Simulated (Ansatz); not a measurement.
# BeClF: complex band structure, part 2 of 4

Aim: relax a made-up compound, BeClF, and see how good a tunnel barrier it would be. It is built by putting Cl for part of the F in the BeF2 structure of space group P6_222, with the volume rescaled by atomic radii. The parent structure comes from the Materials Project.

Ansatz 0.2.0; PBE DFT, plane waves, PAW files (the session's first sound run).

So far. Step 2 (Relaxing the new crystal): The largest force component on a free atom ends at 0.0027 eV/Å.

The structure was built from a prototype and need not be the compound's stable phase.

## 3. The bulk crystal and its band edges

The energy window and the wavevectors of the next steps follow from the band edges, so these are searched first, off the mesh as well.

File input.yaml:

```yaml
crystal:
  lattice:
    - [5.6850764018, 0.0, 0.0]
    - [-2.8425382009, 4.9234205864, 0.0]
    - [0.0, 0.0, 5.9600957286]
  atoms:
    - { symbol: Be, position: [0.0569660421, 0.5284830211, 0.6666666667] }
    - { symbol: Be, position: [0.4715169789, -0.0569660421, 0.0] }
    - { symbol: Be, position: [0.4715169789, 0.5284830211, 0.3333333333] }
    - { symbol: Cl, position: [0.8322989406, 0.6645978813, 0.5] }
    - { symbol: F, position: [0.2408502041, 0.7591497959, 0.8333333333] }
    - { symbol: Cl, position: [0.8322989406, 0.1677010594, 0.8333333333] }
    - { symbol: Cl, position: [0.3354021187, 0.1677010594, 0.1666666667] }
    - { symbol: F, position: [0.5182995918, 0.7591497959, 0.1666666667] }
    - { symbol: F, position: [0.2408502041, 0.4817004082, 0.5] }
kpoints:
  mp_grid: { grid: [6, 6, 4] }
  band_path: { path: [VBM, CBM], npoints: 30 }
scf:
  occupations: { method: fixed }
hamiltonian:
  xc: pbe
output:
  eigenvalues: true
  write_potential: true
  write_density: true
  volumetric_format: npy
```

Run with:

```sh
$ ansatz run input.yaml --threads 2 --pin off --max-ram 4096MiB --backend cpu --events-out ev --progress --plain --runs-dir out
```

Numbers of over 12 decimals in the logs are rounded to 6 here.

Output:

```text
[...]
Crystal: 9 atoms, lattice volume = 166.823 Å³
Basis set: ecut = 420 eV, 3283 PW (Γ)
Bands: 33, of which v1, the nominal top of the filled ones, is band 24 counted from 1 (23 counted from 0)
Symmetry: 6 space group operations
[...]
k-points: 24 of 144 (time reversal used)
[...]
SCF iter   1: F=—  HF=-5954.059434 eV  |F-HF|=—  |Δ(HF+E_count)|=         —  Δρ=1.64e-3  dr2=6.43e-3  ethr=1.77e-3  ⟨swp⟩=5.2  Hψ=3242  notcnv=0  defer=155
[...]
SCF iter   7: F=-5954.058415 eV  HF=-5954.058415 eV  |F-HF|=1.37e-8  |Δ(HF+E_count)|=   8.58e-8  Δρ=2.29e-6  dr2=9.54e-9  ethr=2.08e-10  ⟨swp⟩=11.1  Hψ=3472  notcnv=0
SCF 1 converged in 7 iterations: F = -5954.058415 eV  dr2 = 9.54e-9
[...]
NSCF: frozen V_eff on 34 k-points
[...]
SCF converged after 7 iterations
Free energy (F): -5954.058415 eV
[...]
Internal energy: -5954.058415 eV  (E = F + TS)
E sigma→0 (E₀):  -5954.058415 eV
Fermi energy:    -0.155359 eV
[...]
--- Band table (eV; the first three rows and the last of 24) ---
  k-point 0: bands = [... 20 lower, -1.0878, -0.6473, -0.6473, -0.3588, 5.9294, 7.4535, 7.4535, 8.1300, ... 5 higher]
  k-point 1: bands = [... 20 lower, -1.1189, -0.9028, -0.4674, -0.3244, 6.3818, 7.6879, 7.8166, 8.0669, ... 5 higher]
  k-point 2: bands = [... 20 lower, -1.2218, -0.6886, -0.6886, -0.2059, 7.3707, 7.3707, 7.9032, 8.4617, ... 5 higher]
  k-point 23: bands = [... 20 lower, -1.0699, -0.5650, -0.5415, -0.3568, 7.5881, 8.1229, 8.1875, 8.5203, ... 5 higher]
```

Run time: 37 s. Hardware: 2 threads of Arm Neoverse V1, shared host; peak memory 0.39 GiB.

In the SCF lines HF is the Harris–Foulkes energy and dr2 the Hartree energy of the density residual, in eV; the loop may stop once dr2 is under the threshold and the program's other checks hold. Hψ counts applications of the Hamiltonian.

This step gave:

| Quantity | Value |
| --- | --- |
| free energy | -5954.0584 eV |
| Fermi energy | -0.1554 eV |
| gap on the k-mesh | 6.085 eV |
| gap on path | 6.068 eV, by band count; negative where bands overlap |
| direct gap on path | 6.288 eV |
| edge places on path | 0, 0.7434 1/A along the path |

Electronic bands along the path, in eV, zero at the Fermi level (highest filled level under fixed occupations); v1 is the highest filled band, c1 the lowest empty one:

```
  point     v4     v3     v2     v1    c1    c2    c3
    VBM  -1.22  -0.84  -0.28   0.02  7.71  7.93  8.26
halfway  -1.08  -0.65  -0.31  -0.13  6.91  7.65  7.93
    CBM  -0.93  -0.49  -0.49  -0.20  6.08  7.61  7.61
```

The searched edges give 6.07 eV, against 6.08 eV on the mesh.

## 4. Complex bands, plane (101), k-mesh 6×6×6

This step: PBE DFT, plane waves, PAW files; complex bands by layer matching along the plane's normal (Ansatz 0.2.0).

The same crystal is laid in a cell whose first two vectors span the (101) plane (indices of the standard conventional cell, whose axes can be ordered otherwise than in the bulk input). At fixed energy and wavevector in the plane the solver finds all kz, real and complex. A few wavevectors are listed, (0, 0) and (-0.4271, 0.3333) in units of the plane's reciprocal vectors; the slowest state needn't be among them.

File input.yaml:

```yaml
crystal:
  lattice:
    - [8.236676198, 0.0, 0.0]
    - [1.961962138, 5.335803432, 0.0]
    - [3.923924277, 1.585788549, 3.795811724]
  atoms:
    - { symbol: Be, position: [0.3333333333, 0.4715169789, 0.7236327088] }
    - { symbol: Be, position: [0.0, 0.4715169789, 0.4715169789] }
    - { symbol: Be, position: [0.6666666667, 0.0569660421, 0.8048503123] }
    - { symbol: Cl, position: [0.5, 0.8322989406, 0.3322989406] }
    - { symbol: F, position: [0.1666666667, 0.5182995918, 0.0741835374] }
    - { symbol: Cl, position: [0.1666666667, 0.3354021187, 0.665632274] }
    - { symbol: Cl, position: [0.8333333333, 0.8322989406, 0.5020687854] }
    - { symbol: F, position: [0.8333333333, 0.2408502041, 0.6849662585] }
    - { symbol: F, position: [0.5, 0.2408502041, 0.7408502041] }
kpoints:
  mp_grid: { grid: [6, 6, 6] }
scf:
  occupations: { method: fixed }
hamiltonian:
  xc: pbe
output:
  eigenvalues: true
  transmission:
    leads: [[0, 0]]
    kpoints: [[0.0, 0.0], [-0.4271, 0.3333]]
    e_range: [-1.0, 7.07]
    de: 0.16
```

Output:

```text
[...]
Crystal: 9 atoms, lattice volume = 166.823 Å³
Basis set: ecut = 420 eV, 3283 PW (Γ)
Bands: 33, of which v1, the nominal top of the filled ones, is band 24 counted from 1 (23 counted from 0)
Symmetry: 6 space group operations
[...]
k-points: 34 of 216 (time reversal used)
[...]
SCF iter   1: F=—  HF=-5954.059440 eV  |F-HF|=—  |Δ(HF+E_count)|=         —  Δρ=1.64e-3  dr2=6.40e-3  ethr=1.77e-3  ⟨swp⟩=5.3  Hψ=4601  notcnv=0  defer=215
[...]
SCF iter   7: F=-5954.058336 eV  HF=-5954.058336 eV  |F-HF|=1.44e-8  |Δ(HF+E_count)|=   1.04e-7  Δρ=2.33e-6  dr2=9.89e-9  ethr=2.08e-10  ⟨swp⟩=11.1  Hψ=4920  notcnv=0
SCF 1 converged in 7 iterations: F = -5954.058336 eV  dr2 = 9.89e-9
[...]
transmission: 5 of 10 steps passed
transmission: 10 of 10 steps passed
SCF converged after 7 iterations
Free energy (F): -5954.058336 eV
[...]
Internal energy: -5954.058336 eV  (E = F + TS)
E sigma→0 (E₀):  -5954.058336 eV
Fermi energy:    -0.148891 eV
[...]
--- Band table (eV; the first three rows and the last of 34) ---
  k-point 0: bands = [... 20 lower, -1.0878, -0.6473, -0.6473, -0.3588, 5.9294, 7.4535, 7.4535, 8.1299, ... 5 higher]
  k-point 1: bands = [... 20 lower, -1.0562, -0.8549, -0.4187, -0.3769, 6.4075, 7.5762, 7.7205, 8.1050, ... 5 higher]
  k-point 2: bands = [... 20 lower, -1.0983, -0.8480, -0.4186, -0.2945, 7.2755, 7.8665, 7.9364, 8.2923, ... 5 higher]
  k-point 33: bands = [... 20 lower, -1.3165, -1.0869, -0.4094, -0.1489, 7.5322, 7.7427, 8.0934, 8.2467, ... 5 higher]
--- Transmission ---
  basis      : 385 plane waves across, 5 finite elements along
  points     : 2, as listed
  energies   : 51 from -1.000000 to 7.000000 eV about the Fermi level, 0.160000 eV apart; the leads are filled to 3.039146 eV, and channels, transmission and decay are at 3.000000 eV
  crystal 0  : Cl3Be3F3, at the sites [0, 0], period 3.7958 Å: whole cells are its period
    offset         : up to 0.0000 Å between an atom of the period and one for which it stands
    channels       : 0.000000e0 a spin
    conductance    : none, the energies end too early or step too widely for 300 K: set another output.transmission.e_range or a lower de, or, where they end at an eighth of basis.ecutwfc, a higher one
    slowest decay  : 0.4813 /Å at (0.0000, 0.0000)
```

Run time: 1.9 min. Hardware: 2 threads; peak memory 1.4 GiB.

Numbers from this step:

```yaml
free_energy: -5954.0583 eV
fermi_energy: -0.1489 eV
gap_on_the_k_mesh: 6.078 eV
level_to_which_the_leads_are_filled: 3.039 eV from the Fermi level
decay_constant_at_the_filling_level_zone_centre: 0.4813 Å⁻¹
decay_constant_at_the_filling_level_slowest_listed_point: 0.4813 Å⁻¹
```

K parallel (0, 0); values up to 1.5 1/Å, a degenerate pair printed once or twice; energies at which all values exceed this have no row. The Im kz of the slowest decaying states by energy, zero at the highest filled level on the SCF mesh:

| energy (eV) | decay 1 (Å⁻¹) | decay 2 (Å⁻¹) | decay 3 (Å⁻¹) | decay 4 (Å⁻¹) |
| --- | --- | --- | --- | --- |
| -1.00 | 0.328 | 0.351 | 0.369 | 0.579 |
| -0.68 | 0.379 | 0.407 | 0.464 | 0.692 |
| -0.36 | 0.141 | 0.292 | 0.482 | 0.490 |
| -0.04 | 0.232 | 0.288 | 0.470 | 0.547 |
| 0.28 | 0.382 | 0.424 | 0.520 | 0.636 |
| 0.60 | 0.425 | 0.525 | 0.548 | 0.686 |
| 0.92 | 0.452 | 0.571 | 0.598 | 0.724 |
| 1.24 | 0.469 | 0.590 | 0.655 | 0.752 |
| 1.56 | 0.481 | 0.604 | 0.700 | 0.774 |
| 1.88 | 0.487 | 0.616 | 0.736 | 0.789 |
| 2.20 | 0.490 | 0.624 | 0.764 | 0.798 |
| 2.52 | 0.489 | 0.629 | 0.785 | 0.804 |
| 2.84 | 0.485 | 0.632 | 0.801 | 0.805 |
| 3.16 | 0.477 | 0.632 | 0.803 | 0.804 |
| 3.48 | 0.466 | 0.630 | 0.789 | 0.798 |
| 3.80 | 0.451 | 0.626 | 0.771 | 0.790 |
| 4.12 | 0.431 | 0.620 | 0.752 | 0.779 |
| 4.44 | 0.407 | 0.612 | 0.730 | 0.766 |
| 4.76 | 0.377 | 0.601 | 0.708 | 0.751 |
| 5.08 | 0.338 | 0.588 | 0.684 | 0.734 |
| 5.40 | 0.288 | 0.571 | 0.658 | 0.716 |
| 5.72 | 0.216 | 0.550 | 0.632 | 0.680 |
| 6.04 | 0.0729 | 0.526 | 0.605 | 0.632 |
| 6.36 | 0.495 | 0.576 | 0.576 | 0.667 |
| 6.68 | 0.457 | 0.511 | 0.545 | 0.649 |
| 7.00 | 0.409 | 0.432 | 0.511 | 0.621 |

K parallel (-0.4271, 0.3333); values up to 1.5 1/Å, a degenerate pair printed once or twice; energies at which all values exceed this have no row. Im kz of the slowest decaying states against energy, zero at the highest filled level on the SCF mesh:

| energy (eV) | decay 1 (Å⁻¹) | decay 2 (Å⁻¹) | decay 3 (Å⁻¹) | decay 4 (Å⁻¹) |
| --- | --- | --- | --- | --- |
| -1.00 | 0.0812 | 0.452 | 0.462 | 0.483 |
| -0.68 | 0.403 | 0.450 | 0.461 | 0.537 |
| -0.20 | 0.0887 | 0.0914 | 0.352 | 0.380 |
| -0.04 | 0.166 | 0.385 | 0.436 | 0.562 |
| 0.28 | 0.388 | 0.410 | 0.444 | 0.536 |
| 0.60 | 0.485 | 0.511 | 0.512 | 0.572 |
| 0.92 | 0.515 | 0.579 | 0.584 | 0.596 |
| 1.40 | 0.548 | 0.622 | 0.645 | 0.652 |
| 1.88 | 0.571 | 0.641 | 0.684 | 0.692 |
| 2.20 | 0.581 | 0.650 | 0.698 | 0.708 |
| 2.52 | 0.589 | 0.657 | 0.705 | 0.717 |
| 3.00 | 0.596 | 0.663 | 0.706 | 0.722 |
| 3.48 | 0.597 | 0.666 | 0.697 | 0.717 |
| 3.80 | 0.595 | 0.666 | 0.686 | 0.709 |
| 4.12 | 0.591 | 0.666 | 0.672 | 0.698 |
| 4.60 | 0.580 | 0.646 | 0.673 | 0.676 |
| 5.08 | 0.564 | 0.611 | 0.647 | 0.654 |
| 5.40 | 0.550 | 0.584 | 0.624 | 0.630 |
| 5.72 | 0.531 | 0.551 | 0.596 | 0.604 |
| 6.20 | 0.483 | 0.494 | 0.543 | 0.555 |
| 6.68 | 0.371 | 0.437 | 0.472 | 0.493 |
| 7.00 | 0.258 | 0.376 | 0.406 | 0.439 |

At the listed wavevectors the last open channel is at -0.04 eV and the next at +6.20 eV on the grid. At +3.00 eV, the grid energy nearest the filling level (the middle of the gap on the SCF mesh), the slowest state at the listed wavevectors decays with κ = 0.481 Å⁻¹, its amplitude falling by e over 2.1 Å. Through 1 nm of this crystal that state's transmission falls by exp(−2 × 0.481 Å⁻¹ × 10 Å) = 6.6e-5.

## 5. Decay over the two-dimensional zone

The listed points could miss the slowest state, so one energy near mid-gap is solved on a mesh of 6×8.

input.yaml, as its differences from that of step 4:

```diff
@@ -23,6 +23,2 @@
   eigenvalues: true
-  transmission:
-    leads: [[0, 0]]
-    kpoints: [[0.0, 0.0], [-0.4271, 0.3333]]
-    e_range: [-1.0, 7.07]
-    de: 0.16
+  transmission: { leads: [[0, 0]], kmesh: [6, 8], e_range: [3.03, 3.04], de: 0.05 }
```

Output:

```text
[...]
Crystal: 9 atoms, lattice volume = 166.823 Å³
Basis set: ecut = 420 eV, 3283 PW (Γ)
Bands: 33, of which v1, the nominal top of the filled ones, is band 24 counted from 1 (23 counted from 0)
Symmetry: 6 space group operations
[...]
k-points: 34 of 216 (time reversal used)
[...]
SCF iter   1: F=—  HF=-5954.059440 eV  |F-HF|=—  |Δ(HF+E_count)|=         —  Δρ=1.64e-3  dr2=6.40e-3  ethr=1.77e-3  ⟨swp⟩=5.3  Hψ=4601  notcnv=0  defer=215
[...]
SCF iter   7: F=-5954.058336 eV  HF=-5954.058336 eV  |F-HF|=1.44e-8  |Δ(HF+E_count)|=   1.04e-7  Δρ=2.33e-6  dr2=9.89e-9  ethr=2.08e-10  ⟨swp⟩=11.1  Hψ=4920  notcnv=0
SCF 1 converged in 7 iterations: F = -5954.058336 eV  dr2 = 9.89e-9
[...]
transmission: 20 of 130 steps passed
transmission: 40 of 130 steps passed
[...]
transmission: 130 of 130 steps passed
SCF converged after 7 iterations
Free energy (F): -5954.058336 eV
[...]
Internal energy: -5954.058336 eV  (E = F + TS)
E sigma→0 (E₀):  -5954.058336 eV
Fermi energy:    -0.148891 eV
[...]
--- Band table (eV; the first three rows and the last of 34) ---
  k-point 0: bands = [... 20 lower, -1.0878, -0.6473, -0.6473, -0.3588, 5.9294, 7.4535, 7.4535, 8.1299, ... 5 higher]
  k-point 1: bands = [... 20 lower, -1.0562, -0.8549, -0.4187, -0.3769, 6.4075, 7.5762, 7.7205, 8.1050, ... 5 higher]
  k-point 2: bands = [... 20 lower, -1.0983, -0.8480, -0.4186, -0.2945, 7.2755, 7.8665, 7.9364, 8.2923, ... 5 higher]
  k-point 33: bands = [... 20 lower, -1.3165, -1.0869, -0.4094, -0.1489, 7.5322, 7.7427, 8.0934, 8.2467, ... 5 higher]
--- Transmission ---
  basis      : 385 plane waves across, 5 finite elements along
  points     : 26, standing for a mesh of 6 x 8
  energies   : 1 from 3.030000 to 3.030000 eV about the Fermi level; the leads are filled to 3.039146 eV, and channels, transmission and decay are at 3.030000 eV
  crystal 0  : Cl3Be3F3, at the sites [0, 0], period 3.7958 Å: whole cells are its period
[...]
channels       : 0.000000e0 a spin
    conductance    : none, crystal 0 has no channel at the energies, or these end too early or step too widely for 300 K: set another output.transmission.e_range or a lower de, or, where they end at an eighth of basis.ecutwfc, a higher one
    slowest decay  : 0.4806 /Å at (0.0000, 0.0000)
```

It took 2.3 min on 2 threads; peak memory 1.2 GiB; 4.5 min of CPU time.

Numbers from this step:

- least decay constant on the mesh: 0.4806 Å⁻¹

Slowest decay constant (1/Å; 0 where a channel is open) over k1 and k2. At 3.0300 eV from the Fermi level.

Ten even steps from '_' (0.481) to '@' (0.690):
```
**++**##%%##
++==----==++
--::..__..::
--..______..
--::..__..::
++++==----==
**##%%##**++
****%%@@%%**
```
Columns: k1 (b1) from -0.5 to 0.333; rows upwards: k2 (b2) from -0.5 to 0.375.

The least value on the mesh is 0.481 Å⁻¹ at +3.03 eV. At that energy the listed points give about 0.481 Å⁻¹ by interpolation, so the mesh holds no clearly slower state.

[end of part 2 of 4]

[Logs are printed without paths, hosts, clocks, repeated set-up lines and the standing remarks that a program may print on its own settings, such as how far it seeks lower states.]

[Hosts, paths, dates, database ids (printed as entryN), source tags and the programs' standing remarks are cut or masked in the printed files.]
